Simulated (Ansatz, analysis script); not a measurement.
## Fixed-spin-moment curve of CrB2

Wanted: E(M), the field that holds each moment, and the spin susceptibility of CrB2.

Method: PBEsol, PAW set soft_1 (files made for PBE), in Ansatz 0.2.0.

Most raw output is cut from this account.

### 1. Starting point

It takes space group P6/mmm (No. 191, hexagonal). Conventional cell: a = 2.970 Å, b = 2.970 Å, c = 3.070 Å, α = 90.00°, β = 90.00°, γ = 120.00°. Cr has 12 B at 2.30 Å nearest. B has 3 B at 1.71 Å and 6 Cr at 2.30 Å nearest. Farther neighbours are not listed.

### 2. Two spin channels first

A collinear run comes first: it shows whether moments survive, and how large they are.

input.yaml reads:

```yaml
crystal:
  lattice:
    - [2.97, 0.0, 0.0]
    - [-1.485, 2.5720954492, 0.0]
    - [0.0, 0.0, 3.07]
  atoms:
    - { symbol: Cr, position: [0.0, 0.0, 0.0], spin: 2.5 }
    - { symbol: B, position: [0.3333333333, 0.6666666667, 0.5] }
    - { symbol: B, position: [0.6666666667, 0.3333333333, 0.5] }
magnetization:
  spin_polarized: true
kpoints:
  mp_grid: { grid: [14, 14, 12] }
hamiltonian:
  xc: pbesol
  pseudopotentials: { kind: paw, azcp: { folder: soft_1 }, xc_functional: pbe }
scf:
  occupations: { method: fermi_dirac, width: 0.05 }
  max_iter: 120
  convergence: { dr2_threshold: 1.0e-08 }
  lower_state_search: "off"
output:
  write_density: true
  write_potential: true
  elf: true
  volumetric_format: npy
```

Run with:

```console
$ ansatz run input.yaml --threads 1 --pin off --max-ram 2560MiB --backend cpu --events-out ev --progress --plain --runs-dir out
```

The job ended after 31 s (1 thread of Intel Xeon at 2.50GHz (Skylake/Cascade Lake), shared host; peak memory 0.38 GiB).

Spin moment in the atom's sphere by atom:

```csv
atom,spin moment in the atom's sphere (μB)
Cr1,1.03
B2,-0.01
B3,-0.01
```

Tables count atoms from 1; parts of the log count from 0.

The run ends ferromagnetic, with a net moment of 1.09 μB a cell. With one Cr atom carrying the moment, parallel order of its images is forced by the cell, not found.

Spin density in the ab plane at fractional z = 0.500, with atoms of B within 0.2 Å of it.

Ten even steps from '_' (-4.78 × 1e-3 e/Å³) to '@' (9.28 × 1e-3 e/Å³):
```
%%++--..______________..--++%%
==--::________________::--==++
::..__________________..::----
..____________________....::..
__________..__________________
______________________________
______________________________
______________________________
______________________________
____________________..________
....::....____________________
::----::..__________________..
==++==--::________________::--
%%%%++--..______________..--++
@@%%==::..____________..::==%%
```
Columns run along a (3.0 Å), rows up along b (3.0 Å). Atoms in or near the plane, at fractional coordinates: B at (0.33, 0.67), B at (0.67, 0.33).

Valence density in the ab plane at fractional z = 0.500, with atoms of B within 0.2 Å of it. It is the smooth field of the valence electrons, not physical close to the nuclei.

Ten even steps from '0' (0.21 e/Å³) to '9' (0.85 e/Å³):
```
001247999742100
012468998642100
124688888642111
346874478643222
578841488754444
799844899776667
999878999988889
998888999987899
776667799844899
544445788414887
322234687447864
111124688888642
000124689986421
000124799974210
000135799753100
```
Columns run along a (3.0 Å), rows up along b (3.0 Å). Atoms in or near the plane, at fractional coordinates: B at (0.33, 0.67), B at (0.67, 0.33).

ELF in the ab plane at fractional z = 0.500, with atoms of B within 0.2 Å of it. It is the smooth field of the valence electrons, not physical close to the nuclei.

Ten even steps from '0' (0.01) to '9' (0.85):
```
123578999875321
235677667765322
456642124665433
677410014776555
887200027887667
996100269987678
996212699974479
997447999621269
987678996200169
876678872000278
655567741001477
433456642124665
222356776677653
112357899987532
112468999986421
```
Columns run along a (3.0 Å), rows up along b (3.0 Å). Atoms in or near the plane, at fractional coordinates: B at (0.33, 0.67), B at (0.67, 0.33).

### 3. Denser mesh

Levels at the Fermi energy are partly filled, so moments and energy differences can hang on the k-mesh, and the state is solved again on a denser one.

input.yaml, the sections that differ from step 2:

```yaml
crystal:
  lattice:
    - [2.97, 0.0, 0.0]
    - [-1.485, 2.5720954492, 0.0]
    - [0.0, 0.0, 3.07]
  atoms:
    - { symbol: Cr, position: [0.0, 0.0, 0.0], spin: 1.03 }
    - { symbol: B, position: [0.3333333333, 0.6666666667, 0.5] }
    - { symbol: B, position: [0.6666666667, 0.3333333333, 0.5] }
kpoints:
  mp_grid: { grid: [15, 15, 13] }
basis:
  ecutwfc: 420.0
checkpoint:
  read: start
  write: ck
  compress: false
  write_wavefunctions: false
  write_every: 100000
# magnetization, hamiltonian, scf: as in step 2
# output: removed
```

Run with:

```console
$ ansatz run input.yaml --threads 2 --pin off --max-ram 5120MiB --backend cpu --events-out ev --progress --plain --runs-dir out
```

Elapsed: 20 s, on 2 threads; peak memory 0.38 GiB; 17 s of CPU time.

Spin moment in the atom's sphere by atom:

```csv
atom,spin moment in the atom's sphere (μB)
Cr1,1.01
B2,-0.01
B3,-0.01
```

The run ends ferromagnetic, with a net moment of 1.07 μB a cell, against 1.09 μB on the first mesh.

### 4. The non-magnetic reference

The state without spin is the zero of E(M).

input.yaml, the sections that differ from step 3:

```yaml
crystal:
  lattice:
    - [2.97, 0.0, 0.0]
    - [-1.485, 2.5720954492, 0.0]
    - [0.0, 0.0, 3.07]
  atoms:
    - { symbol: Cr, position: [0.0, 0.0, 0.0] }
    - { symbol: B, position: [0.3333333333, 0.6666666667, 0.5] }
    - { symbol: B, position: [0.6666666667, 0.3333333333, 0.5] }
scf:
  occupations: { method: fermi_dirac, width: 0.05 }
  max_iter: 120
  convergence: { dr2_threshold: 1.0e-08 }
# kpoints, hamiltonian, basis: as in step 3
# magnetization: removed
# checkpoint: removed
```

Run with:

```console
$ ansatz run input.yaml --threads 1 --pin off --max-ram 2560MiB --backend cpu --events-out ev --progress --plain --runs-dir out
```

Elapsed: 15 s, on 1 thread; peak memory 0.34 GiB.

The free collinear run lies 52.5 meV below it.

### 5. Without spin, levels printed

input.yaml, as its differences from that of step 4:

```diff
@@ -20 +20,3 @@
   ecutwfc: 420.0
+output:
+  eigenvalues: true
```

The job ended after 12 s (1 thread; peak memory 0.34 GiB).

### 6. Total moment fixed at 0.167 μB

Two Fermi levels, one a spin, hold the total moment exactly, which reaches states that a free run would leave.

input.yaml, the sections that differ from step 5:

```yaml
crystal:
  lattice:
    - [2.97, 0.0, 0.0]
    - [-1.485, 2.5720954492, 0.0]
    - [0.0, 0.0, 3.07]
  atoms:
    - { symbol: Cr, position: [0.0, 0.0, 0.0], spin: 0.167 }
    - { symbol: B, position: [0.3333333333, 0.6666666667, 0.5] }
    - { symbol: B, position: [0.6666666667, 0.3333333333, 0.5] }
magnetization:
  spin_polarized: true
  initial_magnetization: 0.167
  spin_locking: { lock_magnetization: hard }
scf:
  occupations: { method: fermi_dirac, width: 0.05 }
  max_iter: 120
  convergence: { dr2_threshold: 1.0e-08 }
  lower_state_search: "off"
# kpoints, hamiltonian, basis: as in step 5
# output: removed
```

The job ended after 25 s (1 thread; peak memory 0.37 GiB).

The energy is -4.27 meV from the state without spin, and the largest site carries 0.155 μB.

### 7. Total moment fixed at 0.333 μB

input.yaml, the sections that differ from step 6:

```yaml
crystal:
  lattice:
    - [2.97, 0.0, 0.0]
    - [-1.485, 2.5720954492, 0.0]
    - [0.0, 0.0, 3.07]
  atoms:
    - { symbol: Cr, position: [0.0, 0.0, 0.0], spin: 0.333 }
    - { symbol: B, position: [0.3333333333, 0.6666666667, 0.5] }
    - { symbol: B, position: [0.6666666667, 0.3333333333, 0.5] }
magnetization:
  spin_polarized: true
  initial_magnetization: 0.333
  spin_locking: { lock_magnetization: hard }
# kpoints, hamiltonian, scf, basis: as in step 6
```

The job ended after 23 s (1 thread; peak memory 0.37 GiB).

The energy is -15.0 meV from the state without spin, and the largest site carries 0.308 μB.

### 8. Total moment fixed at 0.833 μB

input.yaml, the sections that differ from step 7:

```yaml
crystal:
  lattice:
    - [2.97, 0.0, 0.0]
    - [-1.485, 2.5720954492, 0.0]
    - [0.0, 0.0, 3.07]
  atoms:
    - { symbol: Cr, position: [0.0, 0.0, 0.0], spin: 0.833 }
    - { symbol: B, position: [0.3333333333, 0.6666666667, 0.5] }
    - { symbol: B, position: [0.6666666667, 0.3333333333, 0.5] }
magnetization:
  spin_polarized: true
  initial_magnetization: 0.833
  spin_locking: { lock_magnetization: hard }
# kpoints, hamiltonian, scf, basis: as in step 7
```

The job ended after 24 s (1 thread; peak memory 0.36 GiB).

The energy is -48.3 meV from the state without spin, and the largest site carries 0.778 μB.

### 9. Total moment fixed at 1.5 μB

input.yaml, the sections that differ from step 8:

```yaml
crystal:
  lattice:
    - [2.97, 0.0, 0.0]
    - [-1.485, 2.5720954492, 0.0]
    - [0.0, 0.0, 3.07]
  atoms:
    - { symbol: Cr, position: [0.0, 0.0, 0.0], spin: 1.5 }
    - { symbol: B, position: [0.3333333333, 0.6666666667, 0.5] }
    - { symbol: B, position: [0.6666666667, 0.3333333333, 0.5] }
magnetization:
  spin_polarized: true
  initial_magnetization: 1.5
  spin_locking: { lock_magnetization: hard }
# kpoints, hamiltonian, scf, basis: as in step 8
```

Elapsed: 24 s, on 1 thread; peak memory 0.37 GiB.

The energy is -38.9 meV from the state without spin, and the largest site carries 1.41 μB.

5 more runs differ from these in the same keys alone and are tabled below.

### 10. No field, tight threshold

A field gives a second route to the same curve. A thousand tesla shift each spin by 58 meV, and the threshold is tightened so that small induced moments are resolved.

input.yaml, the sections that differ from step 9:

```yaml
crystal:
  lattice:
    - [2.97, 0.0, 0.0]
    - [-1.485, 2.5720954492, 0.0]
    - [0.0, 0.0, 3.07]
  atoms:
    - { symbol: Cr, position: [0.0, 0.0, 0.0], spin: 1.01 }
    - { symbol: B, position: [0.3333333333, 0.6666666667, 0.5] }
    - { symbol: B, position: [0.6666666667, 0.3333333333, 0.5] }
magnetization:
  spin_polarized: true
scf:
  occupations: { method: fermi_dirac, width: 0.05 }
  max_iter: 120
  convergence: { dr2_threshold: 1.0e-10 }
  lower_state_search: "off"
# kpoints, hamiltonian, basis: as in step 9
```

Elapsed: 42 s, on 1 thread; peak memory 0.36 GiB.

The net moment is 1.07 μB a cell.

### 11. Field of 1500 T

input.yaml, as its differences from that of step 10:

```diff
@@ -11,2 +11,3 @@
   spin_polarized: true
+  magnetic_field: 1500.0
 kpoints:
```

Wall time 30 s (1 thread); peak memory 0.37 GiB.

The net moment is 1.55 μB a cell.

2 more runs differ from these in the same keys alone and are tabled below.

### 12. Side runs that gave no result

| changed | outcome |
| --- | --- |
| scf.occupations | refused or stopped by the program |

### 13. Analysis

Table of energy less the state without spin by total moment:

```csv
total moment (μB/cell),energy less the state without spin (meV/cell)
0.000,0
0.167,-4.27
0.333,-15.0
0.500,-28.1
0.667,-39.8
0.833,-48.3
1.000,-52.1
1.167,-51.8
1.333,-47.8
1.500,-38.9
```

The field that holds a moment is half the difference of the two Fermi levels over μB.

Field that holds the moment against total moment:

```csv
total moment (μB/cell),field that holds the moment (T)
0.167,-846
0.333,-1308
0.500,-1329
0.667,-1078
0.833,-641
1.000,-177
1.167,230
1.333,630
1.500,1255
```

Site moments:

```csv
total (μB),Cr no. 1 (μB),B no. 2 (μB),B no. 3 (μB)
0.167,0.1548,-4.00e-4,-4.00e-4
0.333,0.3083,-9.00e-4,-9.00e-4
0.5,0.463,-0.0016,-0.0016
0.667,0.6195,-0.0031,-0.0031
0.833,0.7778,-0.0054,-0.0054
1,0.9375,-0.0081,-0.0081
1.167,1.096,-0.0107,-0.0107
1.333,1.253,-0.0129,-0.0129
1.5,1.407,-0.0147,-0.0147
```

Table of total moment by field:

```csv
field (T),total moment (μB/cell)
0,1.07
300,1.20
600,1.32
1500,1.55
```

Three Landau terms miss the curve as a whole or at its small-moment end, and no Stoner analysis is made here.

### 14. Results

* state of the free run: ferromagnetic
* net moment of the free run: 1.07 μB
* energy of the free run from the state without spin: -52.5 meV a cell
* lowest of the fixed moments tried: M = 1 μB, -52.1 meV
* dM/dB between 0 and 300 T: 0.416 μB a cell per 1000 T

What this shows: At this level the system is magnetic: the free run keeps 1.01 μB on the largest site. No other order was typed. Among the fixed moments, E(M) falls 52.1 meV below the state without spin and is lowest near 1 μB on this grid. The field acts on spins alone. The 13 fixed-moment and field runs took 5.9 min of wall time, added up. Energies are free energies at a smearing of 0.05 eV, and with partly filled levels differences shift, at times strongly, as the smearing goes to zero. In doubt: the program's search for lower states was switched off, so a lower magnetic state than those reached may exist.

[Logs and program files are shortened in this print: banners, set-up blocks, solver, clock and traceback lines can be left out without a mark of their own.]

[Logs are printed without paths, hosts, clocks, repeated set-up lines and the standing remarks that a program may print on its own settings, such as how far it seeks lower states.]

[Hosts, paths, dates, database ids (printed as entryN), source tags and the programs' standing remarks are cut or masked in the printed files.]
